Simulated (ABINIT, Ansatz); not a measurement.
## SrCl2 (Fm-3m): the LO frequency by hand

Aim: work out the LO frequency and the static dielectric constant of SrCl2 (Fm-3m) from one linear-response run, then check them.

Calculated with ABINIT 10.8.3; DFT LDA, scalar-relativistic, plane waves, PseudoDojo norm-conserving pseudopotentials.

## Step 1: The relaxed structure

It takes space group Fm-3m (No. 225, cubic). Conventional cell: a = 6.799 Å, b = 6.799 Å, c = 6.799 Å, α = 90.00°, β = 90.00°, γ = 90.00°. Sr has 8 Cl at 2.94 Å nearest. Nearest to Cl lie 4 Sr at 2.94 Å. Farther neighbours and most contacts between anions are not listed.

This is the cell after its relaxation at this level of theory, not the database cell from which that began.

## Step 2: What the response run gave

A linear-response run on the relaxed cell, with the response to an electric field; only its zone-centre results are used. Cutoff 35 Ha, k mesh 4×4×4 with shifts.

Numbers of over 12 decimals in the logs are rounded to 6 here.

The log of the run:

```text
[banners, grids, parts of the stress and lines that vanish by symmetry left out]
- input  file    -> dfpt_gamma.abi
- output file    -> dfpt_gamma.abo
- root for input  files -> dfpt_gammai
[...]
DATASET    1 : space group Fm -3 m (#225); Bravais cF (face-center cubic)
[...]
nfft =      125000          nkpt =         128
[...]
DATASET    2 : space group Fm -3 m (#225); Bravais cF (face-center cubic)
[...]
nfft =      125000          nkpt =         128
[...]
== DATASET  1 ==================================================================
[...]
cutoff_energies: {ecut:  35.0, pawecutdg:  -1.0, }
[...]
- 17.00000   7.00000  180309                  znucl, zion, pspdat
[...]
Perturbation : derivative vs k along direction   1
[...]
-ETOT  1  -16.399046623245     -1.640E+01 5.451E-02 0.000E+00
 ETOT  2  -16.429510221872     -3.046E-02 1.905E-04 0.000E+00
 ETOT  3  -16.429630597501     -1.204E-04 1.225E-06 0.000E+00
 ETOT  4  -16.429631249416     -6.519E-07 8.742E-09 0.000E+00
 ETOT  5  -16.429631253398     -3.983E-09 1.077E-10 0.000E+00
[...]
At SCF step   10   max residual=  9.96E-21 < tolwfr=  1.00E-20 =>converged.
[...]
Perturbation : derivative vs k along direction   2
[...]
-ETOT  1  -16.399046622994     -1.640E+01 5.451E-02 0.000E+00
[...]
At SCF step   10   max residual=  9.96E-21 < tolwfr=  1.00E-20 =>converged.
[...]
Perturbation : derivative vs k along direction   3
[...]
-ETOT  1  -16.399046622742     -1.640E+01 5.451E-02 0.000E+00
[...]
At SCF step   10   max residual=  9.96E-21 < tolwfr=  1.00E-20 =>converged.
[...]
1        1       1.3476490332   -0.0000000000
     1        2      -0.6738245166    0.0000000000
     1        3      -0.6738245166    0.0000000000
     2        1      -0.6738245166    0.0000000000
     2        2       1.3476490332    0.0000000000
     2        3       0.6738245166    0.0000000000
     3        1      -0.6738245166    0.0000000000
     3        2       0.6738245166    0.0000000000
     3        3       1.3476490332   -0.0000000000
[...]
== DATASET  2 ==================================================================
[...]
cutoff_energies: {ecut:  35.0, pawecutdg:  -1.0, }
[...]
Perturbation : displacement of atom   1   along direction   1
[...]
-ETOT  1   4.567229     -2.056E+03 1.221E+01 9.233E+02
[...]
At SCF step   10       vres2   =  9.66E-12 < tolvrs=  1.00E-10 =>converged.
[...]
ETOT  9  0.374893      1.386E-12 1.568E-15 1.523E-10
 ETOT 10  0.374893     -1.229E-12 8.355E-17 4.900E-13
 At SCF step   10       vres2   =  4.90E-13 < tolvrs=  1.00E-10 =>converged.
[...]
Dielectric tensor, in cartesian coordinates,
[...]
1    5   1    5         3.1285309775        -0.0000000000
   1    5   2    5        -0.0000000000        -0.0000000000
   1    5   3    5        -0.0000000000        -0.0000000000
   2    5   1    5        -0.0000000000        -0.0000000000
   2    5   2    5         3.1285309775        -0.0000000000
   2    5   3    5         0.0000000000        -0.0000000000
   3    5   1    5        -0.0000000000        -0.0000000000
   3    5   2    5         0.0000000000        -0.0000000000
   3    5   3    5         3.1285309775        -0.0000000000
  Effective charges, in cartesian coordinates,
[...]
1    1   1    5         2.4887807891         0.0000000000
   2    1   1    5        -0.0000000000         0.0000000000
   3    1   1    5         0.0000000000         0.0000000000
   1    2   1    5        -1.2437431664         0.0000000000
   2    2   1    5         0.0000000000         0.0000000000
[...]
Effective charges, in cartesian coordinates,
[...]
Rigid-atom elastic tensor , in cartesian coordinates,
[...]
Rigid-atom proper piezoelectric tensor, in cartesian coordinates,
[...]
2    5   2    7         0.0000000000         0.0000000000
   2    5   3    7         0.0000000000         0.0000000000
   3    5   1    6         0.0000000000         0.0000000000
   3    5   2    6         0.0000000000         0.0000000000
   3    5   3    6         0.0000000000         0.0000000000
   3    5   1    7         0.0000000000         0.0000000000
   3    5   2    7         0.0000000000         0.0000000000
   3    5   3    7         0.0000000000         0.0000000000
  Phonon wavevector (reduced coordinates) :  0.00000  0.00000  0.00000
 Phonon energies in Hartree :
[...]
Phonon frequencies in cm-1    :
-  1.000351E-01  1.000358E-01  1.000378E-01  1.553461E+02  1.553461E+02
-  1.553461E+02  1.915567E+02  1.915567E+02  1.915567E+02
  Phonon at Gamma, with non-analyticity in the
[...]
Phonon energies in Hartree :
[...]
Phonon frequencies in cm-1    :
-  1.000351E-01  1.000358E-01  1.044776E-01  1.553461E+02  1.553461E+02
-  1.915567E+02  1.915567E+02  1.915567E+02  2.361159E+02
  Phonon at Gamma, with non-analyticity in the
[...]
Phonon energies in Hartree :
[...]
Phonon frequencies in cm-1    :
-  1.000351E-01  1.000378E-01  1.044757E-01  1.553461E+02  1.553461E+02
-  1.915567E+02  1.915567E+02  1.915567E+02  2.361159E+02
  Phonon at Gamma, with non-analyticity in the
[...]
Phonon energies in Hartree :
[...]
Phonon frequencies in cm-1    :
-  1.000358E-01  1.000378E-01  1.044751E-01  1.553461E+02  1.553461E+02
-  1.915567E+02  1.915567E+02  1.915567E+02  2.361159E+02
[...]
fcart2     0.0000000000E+00  0.0000000000E+00  0.0000000000E+00
           strten2     0.0000000000E+00  0.0000000000E+00  0.0000000000E+00
================================================================================
```

```csv
quantity,value
cell volume Ω (Å³),78.575
mass of Sr (u),87.620
mass of Cl (u),35.450
"Born charge of Sr, raw (e)",2.489
"Born charge of Cl, raw (e)",-1.244
ε∞,3.128
ω(TO) after the sum rule (cm⁻¹),155.3
```

## Step 3: The calculation

The charges must sum to zero over the cell; taking off their mean, 0.000 e, leaves Z* = 2.488 e on Sr. In the polar mode Sr moves against the two Cl, so the reduced mass is μ = 87.62 × 70.90 / 158.52 = 39.189 u.

A longitudinal wave builds up a field that adds to the restoring force: ω(LO)² = ω(TO)² + 4π Z*² / (μ Ω ε∞), in Hartree atomic units. With μ = 71437 electron masses and Ω = 530.25 bohr³ the second term is 6.5658e-07 Ha², or 31627 cm⁻² (1 Ha = 219474.6 cm⁻¹).

So ω(LO) = √(24134 + 31627) = 236.1 cm⁻¹, and by the Lyddane-Sachs-Teller relation ε₀ = ε∞ (ω(LO)/ω(TO))² = 7.23.

## Step 4: Check against the program

The analysis program adds the same non-analytic term to the full matrix.

The log of the run:

```text
[banners, grids, parts of the stress and lines that vanish by symmetry left out]
-outvars_anaddb: echo values of input variables ----------------------

 Flags :
[...]
Dielectric Tensor and Effective Charges
[...]
Effective charge tensors after
[...]
Phonon wavevector (reduced coordinates) :  0.00000  0.00000  0.00000
 Phonon energies in Hartree :
[...]
Phonon energies in meV     :
-  0.000000E+00  0.000000E+00  0.000000E+00  1.926046E+01  1.926046E+01
-  1.926046E+01  2.375002E+01  2.375002E+01  2.375002E+01
 Phonon frequencies in cm-1    :
-  0.000000E+00  0.000000E+00  0.000000E+00  1.553461E+02  1.553461E+02
-  1.553461E+02  1.915568E+02  1.915568E+02  1.915568E+02
 Phonon frequencies in Thz     :
-  0.000000E+00  0.000000E+00  0.000000E+00  4.657158E+00  4.657158E+00
-  4.657158E+00  5.742728E+00  5.742728E+00  5.742728E+00
 Phonon energies in Kelvin  :
-  0.000000E+00  0.000000E+00  0.000000E+00  2.235083E+02  2.235083E+02
-  2.235083E+02  2.756075E+02  2.756075E+02  2.756075E+02
[...]
-  1  0.00000000E+00  0.00000000E+00 -1.86024680E-03
-     0.00000000E+00  0.00000000E+00  0.00000000E+00
-  2  0.00000000E+00  0.00000000E+00 -1.86024636E-03
-     0.00000000E+00  0.00000000E+00  0.00000000E+00
-  3  0.00000000E+00  0.00000000E+00 -1.86024636E-03
-     0.00000000E+00  0.00000000E+00  0.00000000E+00
[...]
-  1  0.00000000E+00  1.86024680E-03  0.00000000E+00
-     0.00000000E+00  0.00000000E+00  0.00000000E+00
-  2  0.00000000E+00  1.86024636E-03  0.00000000E+00
-     0.00000000E+00  0.00000000E+00  0.00000000E+00
-  3  0.00000000E+00  1.86024636E-03  0.00000000E+00
-     0.00000000E+00  0.00000000E+00  0.00000000E+00
[...]
-  1  1.86024680E-03  0.00000000E+00  0.00000000E+00
-     0.00000000E+00  0.00000000E+00  0.00000000E+00
-  2  1.86024636E-03  0.00000000E+00  0.00000000E+00
-     0.00000000E+00  0.00000000E+00  0.00000000E+00
-  3  1.86024636E-03  0.00000000E+00  0.00000000E+00
-     0.00000000E+00  0.00000000E+00  0.00000000E+00
[...]
-  1  0.00000000E+00  0.00000000E+00  1.67343364E-03
-     0.00000000E+00  0.00000000E+00  0.00000000E+00
[...]
-     0.00000000E+00  0.00000000E+00  0.00000000E+00
[...]
-     0.00000000E+00  0.00000000E+00  0.00000000E+00
[...]
-     0.00000000E+00  0.00000000E+00  0.00000000E+00
[...]
-     0.00000000E+00  0.00000000E+00  0.00000000E+00
[...]
Phonon at Gamma, with non-analyticity in the
[...]
Phonon energies in Hartree :
[...]
Phonon energies in meV     :
-  0.000000E+00  0.000000E+00  0.000000E+00  1.926046E+01  1.926046E+01
[...]
Phonon frequencies in cm-1    :
[...]
Phonon frequencies in Thz     :
[...]
Phonon energies in Kelvin  :
[...]
Phonon at Gamma, with non-analyticity in the
[...]
Phonon energies in Hartree :
[...]
Phonon energies in meV     :
-  0.000000E+00  0.000000E+00  0.000000E+00  1.926046E+01  1.926046E+01
[...]
Phonon frequencies in cm-1    :
-  0.000000E+00  0.000000E+00  0.000000E+00  1.553461E+02  1.553461E+02
[...]
Phonon frequencies in Thz     :
-  0.000000E+00  0.000000E+00  0.000000E+00  4.657158E+00  4.657158E+00
[...]
Phonon energies in Kelvin  :
-  0.000000E+00  0.000000E+00  0.000000E+00  2.235083E+02  2.235083E+02
[...]
-     0.00000000E+00  0.00000000E+00  0.00000000E+00
[...]
-     0.00000000E+00  0.00000000E+00  0.00000000E+00
[...]
Phonon at Gamma, with non-analyticity in the
[...]
Phonon energies in Hartree :
[...]
Phonon energies in meV     :
-  0.000000E+00  0.000000E+00  0.000000E+00  1.926046E+01  1.926046E+01
-  2.375002E+01  2.375002E+01  2.375002E+01  2.927654E+01
 Phonon frequencies in cm-1    :
-  0.000000E+00  0.000000E+00  0.000000E+00  1.553461E+02  1.553461E+02
-  1.915568E+02  1.915568E+02  1.915568E+02  2.361312E+02
 Phonon frequencies in Thz     :
-  0.000000E+00  0.000000E+00  0.000000E+00  4.657158E+00  4.657158E+00
-  5.742728E+00  5.742728E+00  5.742728E+00  7.079036E+00
 Phonon energies in Kelvin  :
-  0.000000E+00  0.000000E+00  0.000000E+00  2.235083E+02  2.235083E+02
-  2.756075E+02  2.756075E+02  2.756075E+02  3.397401E+02
[...]
-  1  2.12572336E-07  9.35740518E-07 -1.86024652E-03
-     0.00000000E+00  0.00000000E+00  0.00000000E+00
-  2  2.12489106E-07  9.35657116E-07 -1.86024616E-03
-     0.00000000E+00  0.00000000E+00  0.00000000E+00
[...]
-     0.00000000E+00  0.00000000E+00  0.00000000E+00
[...]
-     0.00000000E+00  0.00000000E+00  0.00000000E+00
[...]
-  2  2.78150787E-03  0.00000000E+00  0.00000000E+00
-     0.00000000E+00  0.00000000E+00  0.00000000E+00
-  3 -2.78150787E-03  0.00000000E+00  0.00000000E+00
-     0.00000000E+00  0.00000000E+00  0.00000000E+00
[...]
Direction                     Dielectric constant
[...]
Elastic Tensor (clamped ion) (unit:10^2GP):
[...]
Elastic Tensor (relaxed ion) (unit:10^2GP):
[...]
0.0000000  -0.0000000  -0.0000000   0.0000000   8.5924152   0.0000000
  -0.0000000  -0.0000000   0.0000000  -0.0000000   0.0000000   8.5924152
-
```

```csv
quantity,by hand,program
ω(LO) (cm⁻¹),236.1,236.1
ε₀,7.23,7.23
```

## Step 5: What came out

```yaml
to_mode: 155.3 cm⁻¹
lo_mode: 236.1 cm⁻¹
static_dielectric_constant: 7.229
```

The LO mode of SrCl2 (Fm-3m) lies at 236 cm⁻¹, 81 cm⁻¹ above the TO mode; the formula meets the program within 0.1 cm⁻¹, as it must for a cubic crystal with one polar mode. ω(LO)² − ω(TO)² goes with Z*²/ε∞: an error of 5 % in ε∞ would move the LO mode by 3.2 cm⁻¹, and semilocal functionals tend to overestimate ε∞. These are harmonic values at zero temperature, at the volume of this functional, for the structure held cubic; stability elsewhere in the zone is no part of this calculation.

[Host names and launcher messages were left out of these logs when they were recorded.]

[Logs are printed without paths, hosts, clocks, repeated set-up lines and the standing remarks that a program may print on its own settings, such as how far it seeks lower states.]

[Hosts, paths, dates, database ids (printed as entryN), source tags and the programs' standing remarks are cut or masked in the printed files.]
